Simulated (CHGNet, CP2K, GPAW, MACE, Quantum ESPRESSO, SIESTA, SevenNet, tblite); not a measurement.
## GaN(111) slab, H on both faces (54 atoms) in GPAW

Wanted: GPAW inputs and outputs for GaN(111) slab, H on both faces (54 atoms), checked against a plane-wave reference.

Program: GPAW 26.7.0. Level of theory: the method is named at each step. Results are calculated unless marked as measured.

### Step 1. The structure

The cell holds 54 atoms: 18 Ga, 18 N and 18 H. Cell: a = 9.546 Å, b = 9.546 Å, c = 17.828 Å, α = 90.0°, β = 90.0°, γ = 120.0°. It derives from GaN (zinc-blende). Zinc-blende GaN (a = 4.5 Å), (111) slab of 4 atomic planes, 3 x 3 surface cells, H on the broken bonds of both faces, 12 Å of vacuum; displaced by a Gaussian of 0.02 Å. Then every atom was moved at random, 0.02 Å r.m.s. a Cartesian component (hydrogen 0.6 of that). Regions: slab, 36 atoms (18 Ga and 18 N); hydrogen, 18 atoms (18 H). Vacuum lies along c.

The yardstick, on the same geometry:

| Property | Result |
| --- | --- |
| method | Kohn-Sham DFT, PBE, SSSP efficiency 1.3.0 pseudopotentials, plane waves (Quantum ESPRESSO 7.5); sssp-pbe-1.3.0-efficiency, cutoffs 70/560 Ry, Γ point |
| r.m.s. force component | 1.159 eV/Å |
| longest force | 4.334 eV/Å |
| gap (highest filled to lowest empty level) | 1.524 eV |
| time | 27 min on 1 thread of Arm Neoverse V2, shared host |
| CPU time | 27 min |

### Step 2. PBE, LCAO dzp, h 0.18 Å

Method: Kohn-Sham DFT, PBE, PAW, atomic orbitals (dzp).

Contents of run.py:

```python
import numpy as np
from ase.io import read
from gpaw import GPAW, FermiDirac

atoms = read("structure.xyz")
atoms.calc = GPAW(
    mode="lcao",
    basis="dzp",
    h=0.18,
    xc="PBE",
    kpts={"size": (1, 1, 1), "gamma": True},
    occupations=FermiDirac(0.05),
    maxiter=200,
    symmetry={"point_group": False},
    txt="gpaw.txt",
)
energy = atoms.get_potential_energy(force_consistent=True)
forces = atoms.get_forces()
print(f"energy {energy:.6f} eV")
print("forces (eV/A)")
for i, (a, f) in enumerate(zip(atoms, forces)):
    print(f"{i:4d} {a.symbol:2s} {f[0]:10.5f} {f[1]:10.5f} {f[2]:10.5f}")
print(f"Fermi level {atoms.calc.get_fermi_level():.4f} eV")
for k in range(len(atoms.calc.get_ibz_k_points())):
    for s in range(atoms.calc.get_number_of_spins()):
        e = atoms.calc.get_eigenvalues(kpt=k, spin=s)
        n = np.searchsorted(e, atoms.calc.get_fermi_level())
        print(f"k {k} spin {s} levels about the Fermi level:", np.round(e[max(n - 6, 0):n], 4).tolist(), "|", np.round(e[n:n + 6], 4).tolist())
```

Contents of structure.xyz:

```xyz
54
Lattice="9.54594 0.00000 0.00000 -4.77297 8.26703 0.00000 0.00000 0.00000 17.82760" Properties=species:S:1:pos:R:3 pbc="T T T"
Ga 0.00215 7.33608 7.69386
N 0.00816 5.52494 6.98806
Ga -1.58615 6.46482 10.25354
N 0.03818 7.31814 9.59963
Ga 1.61675 4.56712 7.67193
N 1.58854 2.78053 7.04351
Ga 0.01141 3.73232 10.27993
N 1.55666 4.58506 9.58465
Ga 3.15909 7.35146 7.69831
N 3.17541 5.49766 6.99198
Ga 1.62887 6.44787 10.30364
N 3.19250 7.37411 9.63849
Ga 3.19025 1.87215 7.62451
N -1.55680 8.26166 6.98307
Ga 1.56740 0.85258 10.22752
N 3.26127 1.83958 9.60801
Ga 4.75345 4.60813 7.66373
N 4.75770 2.74036 6.94332
Ga 3.14486 3.66701 10.26549
N 4.78872 4.55282 9.69608
Ga -3.18992 7.36320 7.62219
N -3.18414 5.52089 7.02907
Ga 4.77560 6.42853 10.28617
N -3.22567 7.32624 9.64990
Ga 6.37468 1.80618 7.65909
N 6.38805 0.01190 7.02764
Ga 4.77770 0.94368 10.24659
N 6.34824 1.77477 9.63314
Ga -1.56324 4.64128 7.67567
N -1.49451 2.78797 7.00250
Ga 6.40638 3.68726 10.25283
N -1.61107 4.59019 9.62263
Ga -0.03995 1.78940 7.69724
N 9.50103 0.00868 7.04262
Ga 7.93941 0.91706 10.21397
N -0.04181 1.85512 9.60925
H -0.03632 5.51684 6.02965
H -1.60186 6.41001 11.81845
H 1.60811 2.72068 5.99756
H -0.01919 3.68114 11.82326
H 3.19966 5.54048 5.99507
H 1.57274 6.47201 11.86052
H 3.18142 0.00504 6.00113
H 1.57088 0.91285 11.79100
H 4.79058 2.76077 6.00006
H 3.20829 3.65320 11.82772
H 6.33960 5.50295 6.01824
H 4.75560 6.43043 11.81292
H 1.55432 8.25934 5.98152
H 4.74734 0.90598 11.82861
H 7.96470 2.73201 6.00166
H 6.39177 3.72330 11.83111
H 9.50714 0.01149 5.93784
H 7.95096 0.89375 11.81560
```

Started as:

```
> OMP_NUM_THREADS=1 python run.py > output.txt
```

The program printed:

```text
energy -253.044615 eV
forces (eV/A)
   0 Ga    0.33319    0.16185    0.64944
   1 N     0.66590   -0.04095    2.76435
   2 Ga    0.10109   -0.48191    1.88052
   3 N    -0.46137    0.46969   -1.41293
   4 Ga   -0.84782    0.97991    0.79311
   5 N    -0.51195   -1.52870   -1.88077
   6 Ga   -0.74577   -1.10010    1.54261
   7 N     1.10730    0.98406   -1.53087
   8 Ga    0.11349   -0.88631    1.23737
   9 N     0.10517    0.75899    0.52122
  10 Ga   -0.34840   -0.54438    1.51207
  11 N     0.17956   -1.06192   -2.62792
  12 Ga   -0.04636   -0.80760    2.10869
  13 N    -0.62568    0.23023    1.50846
  14 Ga    0.44026    2.13252    1.85273
  15 N    -2.43568   -0.07492   -2.84498
  16 Ga    0.46861   -0.83661    2.23941
  17 N     0.99219    0.52152    4.05925
  18 Ga    0.25396   -0.14206    1.85909
  19 N    -0.61286    0.83103   -3.59130
  20 Ga    0.24705    0.18553    2.18732
  21 N    -0.14185   -0.07319   -0.33309
  22 Ga   -0.65273   -0.75551    1.43325
  23 N     0.91837   -0.34164   -3.91480
[...]
46 H     0.04287   -0.04281   -1.42646
  47 H    -0.03490    0.01627    1.27309
  48 H     0.15563   -0.01746    0.13755
  49 H     0.01710   -0.05846    0.37357
  50 H     0.04699    0.03849   -1.62135
  51 H     0.05687   -0.10868    0.43859
  52 H    -0.10803    0.04067    1.82371
  53 H    -0.00374    0.03177    0.14415
Fermi level -0.4120 eV
k 0 spin 0 levels about the Fermi level: [-1.6444, -1.5616, -1.5415, -1.4745, -1.4231, -1.3943] | [0.5393, 2.3052, 2.4154, 2.4755, 2.4992, 2.6064]
```

gpaw.txt:

```text
Input parameters:
  mode=LCAO(),
  basis={'default': 'dzp'},
  h=0.18,
  kpts=MonkhorstPack(size=(1, 1, 1), gamma=True),
  maxiter=200,
  occupations=Occupations(name='fermi-dirac', width=0.05, fixmagmom=False),
  symmetry=Symmetry(point_group=False),
  xc=XC(name='PBE')
Unit cell  # Å
| periodic |         x |        y |         z |   lengths |     angles |
|----------|-----------|----------|-----------|-----------|------------|
|      yes |  9.545940 | 0.000000 |  0.000000 |  9.545940 |  90.000000 |
|      yes | -4.772970 | 8.267030 |  0.000000 |  9.545943 |  90.000000 |
|      yes |  0.000000 | 0.000000 | 17.827600 | 17.827600 | 119.999990 |
Number of symmetries: 1
Symmetry operations  # r_c * U_cc + t_c -> r_c
|   | kind |            matrix            |
|---|------|------------------------------|
| 0 |  E   |  1, 0, 0,  0, 1, 0,  0, 0, 1 |
BZ-sampling:
  Number of BZ points: 1
  Number of IBZ points: 1
  Monkhorst-Pack size: [1, 1, 1]
  Monkhorst-Pack shift: [0, 0, 0]
[... lines left out ...]
eigensolver:
density mixing:
  MSR1-Mixer
occupation numbers:
  Fermi-Dirac:
    width: 0.0500  # eV
FastPoissonSolver using
    Stencil: 8*3+1=25 point O(h^6) finite-difference Laplacian
xc functional:
  name: PBE with 2 nearest neighbor stencil
interpolation: tri-quintic # 5. degree polynomial
Initialization done in: 5.659 s
convergence criteria:
- Maximum [total energy] change in last 3 cyles: 0.0005 eV / valence electron
- Maximum integral of absolute [dens]ity change: 0.0001 electrons / valence electron
- Maximum integral of absolute [eigenst]ate change: 4e-08 eV^2 / valence electron
maximum number of iterations: 200
SCF iterations
|iter     |      energy | eigst |  dens |
|---------|-------------|-------|-------|
|iter:   1| -282.922075 |      c|       |
|iter:   2| -275.318337 |      c| -0.61 |
|iter:   3| -253.442333 |      c| -0.66 |
|iter:   4| -253.230071 |      c| -1.32 |
|iter:   5| -253.167367 |      c| -1.61 |
|iter:   6| -253.044994 |      c| -1.91 |
|iter:   7| -253.044873 |      c| -2.63 |
|iter:   8| -253.044653c|      c| -3.03 |
|iter:   9| -253.044618c|      c| -3.41 |
|iter:  10| -253.044615c|      c| -4.05c|
Converged in 10 steps
SCF loop duration: 54.577 s (5.458 s/step)
Energy contributions relative to reference atoms: (reference = -978819.897518)
Energy contributions:
  Kinetic:         936.264609
  Coulomb:        -841.587444
  Zero:             10.593441
  External:          0.000000
  Xc:             -358.315221
  Entropy:          -0.000000
  Spinorbit:         0.000000
  ----------------------------
  Free energy:    -253.044615
  Extrapolated:   -253.044615
dipole moment: (4.924386, -23.278763, -3.779221)  # |e|*Ang
Fermi level: -0.412
Eigenvalues  # (at kpt = [0.000, 0.000, 0.000])
| band index |      eig [eV] | occ [0-2] |
|------------|---------------|-----------|
|          0 |       -18.791 |     2.000 |
|        ... |               |           |
|         73 |        -1.763 |     2.000 |
|         74 |        -1.697 |     2.000 |
[...]
|         88 |         2.731 |     0.000 |
|        ... |               |           |
|        101 |         4.829 |     0.000 |
Gap: 1.934 eV
Transition (v -> c):
  (s=0, k=0, n=80, [0.00, 0.00, 0.00]) -> (s=0, k=0, n=81, [0.00, 0.00, 0.00])
No difference between direct/indirect transitions
Force computation time: 11.940  # s
timing:  # [seconds]
  Total:  72.198  # ━━━━━━━━━━━━━━━━━━━━━━━━━━━━━━━━━━━━━━━━━━━━━━━━━━━━━━━━━
  Init:    5.659  # ━━━━╸
  SCF:    54.577  # ━━━━━━━━━━━━━━━━━━━━━━━━━━━━━━━━━━━━━━━━━━━
  Forces: 11.940  # ━━━━━━━━━╸
```

The job ended after 73 s (1 thread of Arm Neoverse V2, shared host; peak memory 1.1 GiB).

Banners, paths, timers and routine set-up lines are dropped from the logs unmarked, and long logs keep their key lines alone; longer cuts are marked.

Compared with the plane-wave run:

| Item | Value |
| --- | --- |
| r.m.s. force component | 1.365 eV/Å |
| r.m.s. difference of force components | 310.2 meV/Å |
| longest difference of force vectors | 885.7 meV/Å |
| force difference over r.m.s. force | 26.76 % |
| slope of forces against the reference's | 1.157 |
| correlation of force components | 0.9829 |
| gap (highest filled to lowest empty level) | 1.934 eV |
| gap difference | 0.4097 eV |

This run lies far from the reference in forces at the same functional. Basis and potentials both differ; the latter hold 162 valence electrons against the reference's 342.

Length of the force difference by element (eV/Å):

```csv
element,atoms,mean,most
Ga,18,0.42,0.78
H,18,0.67,0.89
N,18,0.41,0.72
```

Levels nearest the highest filled one (eV from it): -0.25, -0.17, -0.15, -0.08, -0.03, 0.00, 1.93, 3.70, 3.81, 3.87, 3.89, 4.00.

Local excerpt of 14 atoms (numbers count through the whole input) about Ga35, picked at random; x, y, z are measured from there.

```
atom      x      y      z  distance (Å)  bonds     Fx     Fy  Fz (eV/Å)
Ga35   0.00   0.00   0.00          0.00      4   0.39   0.42       3.39
 H54   0.01  -0.02   1.60          1.60      1   0.00   0.03       0.14
 N28  -1.59   0.86  -0.58          1.90      4   0.52   1.80      -3.07
 N12   0.03  -1.81  -0.58          1.90      4   0.18  -1.06      -2.63
 N36   1.56   0.94  -0.60          1.92      4   0.98   0.16      -1.49
Ga33   1.57   0.87  -2.52          3.09      4   1.24   1.32       1.23
 Ga9  -0.01  -1.83  -2.52          3.11      4   0.11  -0.89       1.24
Ga25  -1.56   0.89  -2.55          3.13      4   0.16   1.76       1.46
Ga11  -1.54  -2.74   0.09          3.14      4  -0.35  -0.54       1.51
Ga27  -3.16   0.03   0.03          3.16      4   0.00  -1.46       2.79
Ga31  -1.53   2.77   0.04          3.17      4  -0.67  -1.32       2.38
Ga15   3.17  -0.06   0.01          3.17      4   0.44   2.13       1.85
Ga23   1.61  -2.76   0.07          3.19      4  -0.65  -0.76       1.43
 Ga7   1.62   2.82   0.07          3.25      4  -0.75  -1.10       1.54
```

Atoms are counted from 1 here, from 0 in the log.

Forces lie 27 % from the reference's, at 0.045 times its CPU time.

### Step 3. PBE, plane waves 500 eV

Method: Kohn-Sham DFT, PBE, PAW, plane waves.

run.py: that of step 2 with these lines changed.

```diff
@@ -2,3 +2,4 @@
 from ase.io import read
-from gpaw import GPAW, FermiDirac
+from gpaw import GPAW, FermiDirac, PW
+from ase.parallel import parprint as print
 
@@ -6,5 +7,3 @@
 atoms.calc = GPAW(
-    mode="lcao",
-    basis="dzp",
-    h=0.18,
+    mode=PW(500),
     xc="PBE",
@@ -14,2 +13,3 @@
     symmetry={"point_group": False},
+    nbands=206,
     txt="gpaw.txt",
```

structure.xyz is that of step 2.

Started as:

```
> OMP_NUM_THREADS=1 mpirun -np 2 gpaw python run.py > output.txt
```

The program printed:

```text
energy -260.192001 eV
forces (eV/A)
   0 Ga    0.31806    0.14439    0.72919
   1 N     0.59823   -0.00520    2.52215
   2 Ga    0.08997   -0.48102    1.60614
   3 N    -0.41598    0.49531   -1.40225
   4 Ga   -0.80916    0.89475    0.85943
   5 N    -0.35787   -1.33744   -1.97724
[...]
51 H     0.05644   -0.11656    0.25994
  52 H    -0.10748    0.02872    2.23109
  53 H     0.00541    0.02283   -0.00185
Fermi level -0.6941 eV
k 0 spin 0 levels about the Fermi level: [-1.7431, -1.6699, -1.6427, -1.5664, -1.5293, -1.48] | [0.0677, 1.8319, 1.9054, 1.9913, 2.0281, 2.0576]
```

gpaw.txt:

```text
Input parameters:
  mode=PW(ecut=500.0),
  kpts=MonkhorstPack(size=(1, 1, 1), gamma=True),
  maxiter=200,
  nbands=206,
  occupations=Occupations(name='fermi-dirac', width=0.05, fixmagmom=False),
[... lines left out ...]
  Converge bands: occupied
[... lines left out ...]
  Fermi-Dirac:
[... lines left out ...]
convergence criteria:
- Maximum [total energy] change in last 3 cyles: 0.0005 eV / valence electron
[... lines left out ...]
Converged in 13 steps
[... lines left out ...]
  Free energy:    -260.192001
[... lines left out ...]
Fermi level: -0.694
[... lines left out ...]
|        ... |               |           |
|         73 |        -1.857 |     2.000 |
|         74 |        -1.798 |     2.000 |
[...]
|         88 |         2.226 |     0.000 |
|        ... |               |           |
|        205 |        11.259 |     0.000 |
Gap: 1.548 eV
Transition (v -> c):
  (s=0, k=0, n=80, [0.00, 0.00, 0.00]) -> (s=0, k=0, n=81, [0.00, 0.00, 0.00])
No difference between direct/indirect transitions
Force computation time: 2.412  # s
```

Elapsed: 71 s, on 2 MPI ranks; peak memory 1.2 GiB; 2.4 min of CPU time.

Numbers from this run, and their distance from the reference:

| Quantity | Value |
| --- | --- |
| r.m.s. force component | 1.258 eV/Å |
| r.m.s. difference of force components | 193.7 meV/Å |
| longest difference of force vectors | 588 meV/Å |
| force difference over r.m.s. force | 16.71 % |
| slope of forces against the reference's | 1.075 |
| correlation of force components | 0.9905 |
| gap (highest filled to lowest empty level) | 1.548 eV |
| gap difference | 0.0238 eV |

Against the first run (27 %), the force difference from the reference is 17 %, at 1.9 times the CPU time (on 2 against 1 cores).

### Step 4. PBE, LCAO dzp, h 0.18 Å, other mixer settings

Method: Kohn-Sham DFT, PBE, PAW, atomic orbitals (dzp).

run.py: that of step 3 with these lines changed.

```diff
@@ -2,4 +2,3 @@
 from ase.io import read
-from gpaw import GPAW, FermiDirac, PW
-from ase.parallel import parprint as print
+from gpaw import GPAW, FermiDirac, Mixer
 
@@ -7,3 +6,5 @@
 atoms.calc = GPAW(
-    mode=PW(500),
+    mode="lcao",
+    basis="dzp",
+    h=0.18,
     xc="PBE",
@@ -11,5 +12,5 @@
     occupations=FermiDirac(0.05),
+    mixer=Mixer(0.03, 7, 100),
     maxiter=200,
     symmetry={"point_group": False},
-    nbands=206,
     txt="gpaw.txt",
```

structure.xyz is that of step 3.

Started as:

```
> OMP_NUM_THREADS=1 python run.py > output.txt
```

The program printed:

```text
energy -253.044618 eV
forces (eV/A)
   0 Ga    0.33249    0.16207    0.65039
   1 N     0.66595   -0.04025    2.77403
   2 Ga    0.10059   -0.48186    1.88188
   3 N    -0.46200    0.47244   -1.40198
   4 Ga   -0.84713    0.97934    0.79392
   5 N    -0.51168   -1.52950   -1.86792
[...]
51 H     0.05685   -0.10899    0.43734
  52 H    -0.10795    0.04064    1.82428
  53 H    -0.00378    0.03170    0.14357
Fermi level -0.4114 eV
k 0 spin 0 levels about the Fermi level: [-1.6435, -1.5607, -1.5406, -1.4737, -1.4224, -1.3935] | [0.5398, 2.3057, 2.4159, 2.476, 2.4997, 2.6069]
```

gpaw.txt:

```text
Input parameters:
  mode=LCAO(),
  basis={'default': 'dzp'},
  h=0.18,
  kpts=MonkhorstPack(size=(1, 1, 1), gamma=True),
  maxiter=200,
[... lines left out ...]
  occupations=Occupations(name='fermi-dirac', width=0.05, fixmagmom=False),
[... lines left out ...]
  Fermi-Dirac:
[... lines left out ...]
convergence criteria:
- Maximum [total energy] change in last 3 cyles: 0.0005 eV / valence electron
[... lines left out ...]
Converged in 15 steps
[... lines left out ...]
  Free energy:    -253.044618
[... lines left out ...]
Fermi level: -0.411
[... lines left out ...]
|        ... |               |           |
|        101 |         4.830 |     0.000 |
Gap: 1.933 eV
Transition (v -> c):
  (s=0, k=0, n=80, [0.00, 0.00, 0.00]) -> (s=0, k=0, n=81, [0.00, 0.00, 0.00])
No difference between direct/indirect transitions
Force computation time: 11.836  # s
timing:  # [seconds]
  Total:  100.277  # ━━━━━━━━━━━━━━━━━━━━━━━━━━━━━━━━━━━━━━━━━━━━━━━━━━━━━━━━
  Init:     5.571  # ━━━
  SCF:     82.852  # ━━━━━━━━━━━━━━━━━━━━━━━━━━━━━━━━━━━━━━━━━━━━━━╸
  Forces:  11.836  # ━━━━━━╸
```

The job ended after 1.7 min (1 thread; peak memory 0.97 GiB).

Numbers from this run, and their distance from the reference:

- r.m.s. force component: 1.364 eV/Å
- r.m.s. difference of force components: 309.3 meV/Å
- longest difference of force vectors: 885.7 meV/Å
- force difference over r.m.s. force: 26.68 %
- slope of forces against the reference's: 1.156
- correlation of force components: 0.9829
- gap (highest filled to lowest empty level): 1.933 eV
- gap difference: 0.4094 eV
- energy less the same-level run's: -0.0001 meV/atom
- r.m.s. force difference from the same-level run: 3.816 meV/Å

This run lies far from the reference in forces at the same functional. Basis and potentials both differ; the latter hold 162 valence electrons against the reference's 342.

Against the first run (27 %), the force difference from the reference is 27 %, at 1.4 times the CPU time (15 SCF steps against 10): another solver or mixer reaches the same state.

### Step 5. PBE, LCAO sz(dzp), h 0.18 Å

Method: Kohn-Sham DFT, PBE, PAW, atomic orbitals (sz(dzp)).

run.py: that of step 4 with these lines changed.

```diff
@@ -2,3 +2,3 @@
 from ase.io import read
-from gpaw import GPAW, FermiDirac, Mixer
+from gpaw import GPAW, FermiDirac
 
@@ -7,3 +7,3 @@
     mode="lcao",
-    basis="dzp",
+    basis="sz(dzp)",
     h=0.18,
@@ -12,3 +12,2 @@
     occupations=FermiDirac(0.05),
-    mixer=Mixer(0.03, 7, 100),
     maxiter=200,
```

structure.xyz is that of step 4.

The program printed:

```text
energy -235.155583 eV
forces (eV/A)
   0 Ga    0.38398    0.20671    0.63130
   1 N     0.84336   -0.01718    5.96118
   2 Ga    0.09524   -0.55951    1.48566
   3 N    -0.44322    0.56407   -1.53368
   4 Ga   -1.06108    1.20802    0.81738
   5 N    -0.60442   -1.51989    0.37182
   6 Ga   -0.80333   -1.23926    1.03740
   7 N     1.19581    1.08949   -1.68012
   8 Ga    0.11712   -1.04992    1.28140
   9 N     0.05159    0.66459    3.30388
  10 Ga   -0.41501   -0.65289    1.00771
  11 N     0.20662   -1.12086   -2.86882
[...]
49 H    -0.00379   -0.08132    1.19026
  50 H    -0.16910   -0.05607   -4.71845
  51 H     0.05358   -0.07043    1.26202
  52 H    -0.12745    0.03952   -0.45172
  53 H     0.00001    0.00438    0.90156
Fermi level -0.8214 eV
k 0 spin 0 levels about the Fermi level: [-2.094, -1.9997, -1.9514, -1.8931, -1.8386, -1.7157] | [0.067, 2.142, 2.2551, 2.3199, 2.384, 2.4194]
```

gpaw.txt:

```text
Input parameters:
  mode=LCAO(),
  basis={'default': 'sz(dzp)'},
  h=0.18,
  kpts=MonkhorstPack(size=(1, 1, 1), gamma=True),
  maxiter=200,
  occupations=Occupations(name='fermi-dirac', width=0.05, fixmagmom=False),
  symmetry=Symmetry(point_group=False),
  xc=XC(name='PBE')
[... lines left out ...]
  Fermi-Dirac:
[... lines left out ...]
convergence criteria:
- Maximum [total energy] change in last 3 cyles: 0.0005 eV / valence electron
[... lines left out ...]
Converged in 10 steps
[... lines left out ...]
  Free energy:    -235.155583
[... lines left out ...]
Fermi level: -0.821
[... lines left out ...]
|          0 |       -20.085 |     2.000 |
|        ... |               |           |
|         73 |        -2.157 |     2.000 |
|         74 |        -2.131 |     2.000 |
[...]
|         88 |         2.635 |     0.000 |
|        ... |               |           |
|        101 |         5.678 |     0.000 |
Gap: 1.783 eV
Transition (v -> c):
  (s=0, k=0, n=80, [0.00, 0.00, 0.00]) -> (s=0, k=0, n=81, [0.00, 0.00, 0.00])
No difference between direct/indirect transitions
Force computation time: 2.599  # s
timing:  # [seconds]
  Total:  24.123  # ━━━━━━━━━━━━━━━━━━━━━━━━━━━━━━━━━━━━━━━━━━━━━━━━━━━━━━━━━
  Init:    4.605  # ━━━━━━━━━━━
  SCF:    16.902  # ━━━━━━━━━━━━━━━━━━━━━━━━━━━━━━━━━━━━━━━━
  Forces:  2.599  # ━━━━━━
```

Elapsed: 25 s, on 1 thread; peak memory 0.85 GiB.

Numbers from this run, and their distance from the reference:

- r.m.s. force component: 1.958 eV/Å
- r.m.s. difference of force components: 1176 meV/Å
- longest difference of force vectors: 4612 meV/Å
- force difference over r.m.s. force: 101.4 %
- slope of forces against the reference's: 1.412
- correlation of force components: 0.836
- gap (highest filled to lowest empty level): 1.783 eV
- gap difference: 0.2588 eV

This is a coarse setting, run to see what it loses.

Against the first run (27 %), the force difference from the reference is 101 %, at 0.34 times the CPU time, with 162 basis functions against 558: the smaller basis costs accuracy.

(Continued in part 2 of 2.)

[Also dropped from logs without a mark: logging warnings of Python, and SIESTA's first energy breakdown and zero terms.]

[Logs are printed without paths, hosts, clocks, repeated set-up lines and the standing remarks that a program may print on its own settings, such as how far it seeks lower states.]

[Hosts, paths, dates, database ids (printed as entryN), source tags and the programs' standing remarks are cut or masked in the printed files.]
